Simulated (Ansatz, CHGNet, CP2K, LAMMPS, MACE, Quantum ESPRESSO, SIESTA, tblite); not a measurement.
**Other levels on Na+ PF6- in dimethyl sulfoxide and ethylene carbonate at 300 K (96 atoms)**

Density of this cell: 1.41 g/cm³. The cell holds 96 atoms: 19 C, 5 S, 14 O, 42 H, 2 P, 12 F and 2 Na. Its edges and angles: a = 10.520 Å, b = 10.520 Å, c = 10.520 Å, α = 90.0°, β = 90.0°, γ = 90.0°. 5 dimethyl sulfoxide, 3 ethylene carbonate, 2 Na+, 2 PF6- placed at random, at 1.41 g/cm³; overlaps pushed apart, then 10 ps at 550 K with stiff harmonic cages for PF6 and BF4 with UFF radii; Joung-Cheatham ions (J. Phys. Chem. B 112, 9020 (2008)); MMFF94 bonds, angles, torsions, charges and radii (Halgren, J. Comput. Chem. 17, 490 (1996)) in harmonic and 12-6 forms; charges of ions scaled by 0.8. Snapshot after 30 ps at 300 K and fixed volume.

Geometry: as built.

The reference, a calculation:

```
method                                           : Kohn-Sham DFT, PBE, PAW, plane waves (Ansatz 0.2.0); cutoff 420 eV, Γ point, fermi-dirac smearing of 0.05 eV; PAW set soft_2
r.m.s. force component                           : 1.014 eV/Å
longest force                                    : 5.086 eV/Å
pressure                                         : 3.295 GPa
gap (highest filled to lowest empty level) : 4.07 eV
SCF cycles                                       : 10
time                                             : 11 s on 4 threads of Arm Neoverse V2, shared host
CPU time                                         : 39 s
```

Q: Estimate the differences from the reference, the CPU time and the memory of each run.
- SIESTA PBE, DZ, shift 0.01 Ry, mesh 500 Ry (SIESTA 5.4.2; 2 MPI ranks)
- CP2K PBE, DZVP-MOLOPT-SR, 1200/50 Ry, TRS4 filter 1e-03, SCF 1e-04 (CP2K 2026.2; 1 thread)
- tblite GFN1-xTB (tblite 0.8.0; 1 thread)
- MACE MP-0b2 small potential (MACE MP-0b2 small; 1 thread)
- SIESTA PBE, DZP, shift 0.04 Ry, mesh 500 Ry (SIESTA 5.4.2; 2 MPI ranks)
- CP2K PBE, DZVP-MOLOPT-SR, 1200/50 Ry, TRS4 filter 1e-05, SCF 1e-06 (CP2K 2026.2; 1 thread)
- SIESTA PBE, DZP, shift 0.01 Ry, mesh 500 Ry (SIESTA 5.4.2; 2 MPI ranks)
- CP2K PBE, DZVP-MOLOPT-SR, 1200/50 Ry, OT DIIS (CP2K 2026.2; 1 thread)
- CP2K PBE, DZVP-MOLOPT-SR, 1200/50 Ry, TRS4 filter 1e-07, SCF 1e-07 (CP2K 2026.2; 1 thread)
- MACE MPA-0 medium potential (MACE MPA-0 medium; 1 thread)

Differences are against the plane-wave reference, forces as r.m.s. over components; share is that over the reference's r.m.s. force, slope the least-squares factor from reference forces to these. Total energies of different programs have different zeros and aren't compared.

```
                                                                        run  Δ force, r.m.s. (meV/Å)  share (%)  slope  Δ pressure (GPa)  Δ gap (eV)  cores  CPU time  memory (GiB)
                                                                  reference                        -          -      -                 -           -      4      39 s           1.3
                        SIESTA PBE, DZ, shift 0.01 Ry, mesh 500 Ry (coarse)                     1755        173  1.435              9.35      -0.675      2      87 s           1.1
CP2K PBE, DZVP-MOLOPT-SR, 1200/50 Ry, TRS4 filter 1e-03, SCF 1e-04 (coarse)                      914       90.1  0.977              1.71           -      1   2.1 min           3.8
                                                            tblite GFN1-xTB                      302       29.8  0.938             -2.68           -      1     3.1 s          0.16
                                                MACE MP-0b2 small potential                      220       21.7  0.954            -0.380           -      1     5.5 s          0.67
                       SIESTA PBE, DZP, shift 0.04 Ry, mesh 500 Ry (coarse)                      453       44.7  0.964             -8.00     -0.0253      2     2 min           1.2
         CP2K PBE, DZVP-MOLOPT-SR, 1200/50 Ry, TRS4 filter 1e-05, SCF 1e-06                      136       13.4  1.055             0.771           -      1   5.8 min           3.8
                                SIESTA PBE, DZP, shift 0.01 Ry, mesh 500 Ry                      411       40.5  1.102              1.26      0.0327      2     3 min           1.7
                              CP2K PBE, DZVP-MOLOPT-SR, 1200/50 Ry, OT DIIS                      134       13.3  1.058             0.674     -0.0533      1   9.3 min           3.8
         CP2K PBE, DZVP-MOLOPT-SR, 1200/50 Ry, TRS4 filter 1e-07, SCF 1e-07                      129       12.7  1.057             0.703           -      1   7.9 min           3.8
                                                MACE MPA-0 medium potential                      184       18.1  0.936            -0.135           -      1     7.7 s           1.2
```

Rows marked coarse were listed beforehand as settings not expected to be converged; some can still land near the reference.

Times of the machine-learned potentials are mostly Python's start and the loading of weights.

CPU time is summed over cores on a shared host, where runs went side by side, so it is rough. Symmetry, cutoffs, thresholds, outputs and thread counts weren't matched or tuned between programs; memory under MPI is the largest rank's times the ranks.

The PBE runs in local orbitals, coarse settings apart, differ by 13 % (CP2K PBE, DZVP-MOLOPT-SR, 1200/50 Ry, TRS4 filter 1e-07, SCF 1e-07) to 41 % (SIESTA PBE, DZP, shift 0.01 Ry, mesh 500 Ry); basis, grid and potentials can all enter. Tight binding differs by 30 % (tblite GFN1-xTB); it is another model, with fitted parameters of its own, and the xTB methods hold dispersion. Machine-learned potentials differ by 18 % (MACE MPA-0 medium potential) to 22 % (MACE MP-0b2 small potential); they were trained on other programs' data. Runs with settings chosen to be coarse differ by 45 % (SIESTA PBE, DZP, shift 0.04 Ry, mesh 500 Ry) to 173 % (SIESTA PBE, DZ, shift 0.01 Ry, mesh 500 Ry), their programs' other errors included. Periodic xTB results under one method name differ between programs and library versions. With short bonds to hydrogen, sets of potentials differ among themselves by several per cent in forces even at converged cutoffs, so the reference isn't exact here either. Machine-learned potentials mimic data converged in k, so the reference's own k-point error enters their differences. The network of contacts between molecules at the start is that of the classical potential that made the cell, and needn't be the one that DFT or experiment would give. The electronic-structure runs sample only Γ, in a cell whose shortest periodic width is 11 Å.

[Logs are printed without paths, hosts, clocks, repeated set-up lines and the standing remarks that a program may print on its own settings, such as how far it seeks lower states.]

[Hosts, paths, dates, database ids (printed as entryN), source tags and the programs' standing remarks are cut or masked in the printed files.]

[The MMFF94 radii named for the starting cell were scaled by 0.96; in molecules described by MMFF94, hydrogen bound to N, O or S took a small fixed 12-6 site in their place.]
